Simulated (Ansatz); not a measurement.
# Zr2CO2 MXene, 4 layers (80 atoms): taking the cell apart: runs compared

How much energy holds the two parts of Zr2CO2 MXene, 4 layers (80 atoms) together, and how does it fall off with distance?

Computed with Ansatz 0.2.0: Kohn-Sham DFT, PBE+D3(BJ), PAW (set soft_2), plane waves.

## Step 1: The cell as built

The cell holds 80 atoms: 16 C, 32 Zr and 32 O. Cell: a = 6.752 Å, b = 6.752 Å, c = 40.780 Å, α = 90.0°, β = 90.0°, γ = 120.0°. It derives from Zr2CO2 (Zr2CO2 MXene). 4 layers of Zr2CO2 MXene (a = 3.31 Å), 2 x 2 cells, biaxial strain +2 %, every second layer slid by 0.500 of a1 + 2 a2; facing planes 2.84, 2.72, 2.82 Å apart; 14 Å of vacuum. Regions: layer 1, 20 atoms (4 C, 8 Zr and 8 O); layer 2, 20 atoms (4 C, 8 Zr and 8 O); layer 3, 20 atoms (4 C, 8 Zr and 8 O); layer 4, 20 atoms (4 C, 8 Zr and 8 O). Vacuum lies along c.

What the set-up can't give: The cell is under 6 Å thick along two periodic directions, so every atom has periodic images of itself close by, which move with it and show among its neighbours and in g(r).

## Step 2: The reference run

The reference is a single point at the end of the relaxation.

The parts (lower: layer 1, layer 2 and layer 3 and upper: layer 4) keep their atoms where they stand in it, and shifted cells move the upper part rigidly.

Its input, with most atom lines left out:

```yaml
crystal:
  lattice:
    - [6.7524, 0.0, 0.0]
    - [-3.3762, 5.84775, 0.0]
    - [0.0, 0.0, 40.78]
  atoms:
    - { symbol: C, position: [0.12472, 0.99998, 0.27986] }
    - { symbol: Zr, position: [0.29141, 0.33332, 0.31374] }
    - { symbol: Zr, position: [0.45796, 0.16659, 0.24598] }
    - { symbol: O, position: [0.45813, 0.16668, 0.33394] }
    - { symbol: O, position: [0.29134, 0.33329, 0.22437] }
    - { symbol: C, position: [0.12473, 0.49998, 0.27986] }
    - { symbol: Zr, position: [0.2914, 0.83332, 0.31373] }
    [... atom lines 8 to 80 left out ...]
kpoints:
  mp_grid: { grid: [3, 3, 1] }
hamiltonian:
  xc: pbe
  dispersion: d3bj
scf:
  occupations: { method: fermi_dirac, width: 0.025 }
output:
  forces: true
  populations: true
  dos:
    method: { smearing: { sigma: 0.1 } }
    de: 0.1
    projected:
      site_lists:
        C: [C]
        O: [O]
        Zr: [Zr]
        layer_1: [0, 1, 2, 3, 4, 5, 6, 7, 8, 9, 10, 11, 12, 13, 14, 15, 16, 17, 18, 19]
        layer_2: [20, 21, 22, 23, 24, 25, 26, 27, 28, 29, 30, 31, 32, 33, 34, 35, 36, 37, 38, 39]
        layer_3: [40, 41, 42, 43, 44, 45, 46, 47, 48, 49, 50, 51, 52, 53, 54, 55, 56, 57, 58, 59]
        layer_4: [60, 61, 62, 63, 64, 65, 66, 67, 68, 69, 70, 71, 72, 73, 74, 75, 76, 77, 78, 79]
  eigenvalues: true
  write_density: true
  write_potential: true
  volumetric_format: npy
```

* free energy per atom: -1952.2206 eV/atom
* r.m.s. force component: 0.00143 eV/Å

Filled and empty levels are parted by 0.754 eV on the run's k-points; the mesh holds the band edges only if they fold onto it, so the gap at this level can be narrower or closed, while semilocal functionals tend to narrow gaps against experiment.

## Step 3: The runs

Each row is one run, on 8 threads of Intel Xeon Platinum 8259CL at 2.50GHz (Skylake/Cascade Lake), shared host. The free energy is the program's total, comparable only between runs with the same functional, potentials and atoms, or as a whole against its parts.

```tsv
run	atoms	outcome	ionic steps, all passes	free energy (eV)	time	host memory (GiB)
Single point at the start	80	converged	-	-156170.895	67 s	12
Relaxation	80	converged	30	-156177.648	28 min	11
Single point at the relaxed geometry	80	converged	-	-156177.648	1.8 min	12
The lower part alone	60	converged	-	-117132.388	61 s	9.2
The upper part alone	20	converged	-	-39042.142	14 s	3.7
Upper part moved by +0.3 Å	80	converged	-	-156177.282	68 s	12
Upper part moved by -0.3 Å	80	converged	-	-156176.225	63 s	12
Upper part moved by +0.8 Å	80	converged	-	-156176.505	62 s	12
```

In some runs the program notes that it cut back its work space to fit the memory limit, the atoms just miss a symmetry operation and the exchange-correlation potential is rough where the density is thin.

## Step 4: Interaction energy

Whole cell less its two parts, each frozen at the geometry of the whole and solved in the same cell with the same functional, so that energy zeros cancel. The upper part is 'layer 4' and the lower part 'layer 1, layer 2 and layer 3'. The nearest atoms of the two parts stand 2.40 Å apart. The face is 39.49 Å².

```tsv
functional	interaction energy (eV)	of it, the added dispersion term (eV)	per area (meV/Å²)	per area (J/m²)	per atom of the upper part (meV)
PBE+D3(BJ)	-3.119	-2.318	-79.0	-1.27	-155.9
```

## Step 5: Energy against separation

The upper part is moved rigidly along the normal from its place in the reference.

```tsv
shift (Å)	energy change (eV)	per area (meV/Å²)	share of the binding lost (%)	gap (eV)
-0.3	1.423	36.04	-	0.786
+0.0	0.000	0.00	-	0.754
+0.3	0.366	9.28	12	0.739
+0.8	1.143	28.95	37	0.764
```

## Step 6: Levels of whole and parts

```tsv
cell	gap (eV)	vacuum level at the upper face, over the highest filled level, or over E_F where no gap is given (eV)	moment (μB)
whole	0.754	5.23	no spin
lower part	0.800	-	no spin
upper part	1.16	-	no spin
```

A dash marks a cell without a clear gap, or without a flat potential in the vacuum.

## Step 7: Findings

The parts bind with 79.0 meV/Å² (3.12 eV for the cell) at the level PBE+D3(BJ), far more than van der Waals binding between intact sheets, and bonds of chemical length cross the interface. The added dispersion term contributes -2.318 eV, the functional itself -0.800 eV. The curvature over ±0.3 Å is 8.1×10²⁰ N/m³, and the energy rises faster on the near side. At +0.8 Å, 37 % of the binding is lost; the shift also narrows the vacuum to the periodic image. On the run's k-points the gap of the whole, 0.754 eV, lies 0.045 eV under the smaller of the parts'.

**Limits.** The parts are frozen, so the energy of their deformation isn't counted. No correction is made for dipoles across the vacuum, and the parts also feel their periodic images through it.

The DFT runs together took 36 min of wall time.

[Logs are printed without paths, hosts, clocks, repeated set-up lines and the standing remarks that a program may print on its own settings, such as how far it seeks lower states.]

[Hosts, paths, dates, database ids (printed as entryN), source tags and the programs' standing remarks are cut or masked in the printed files.]
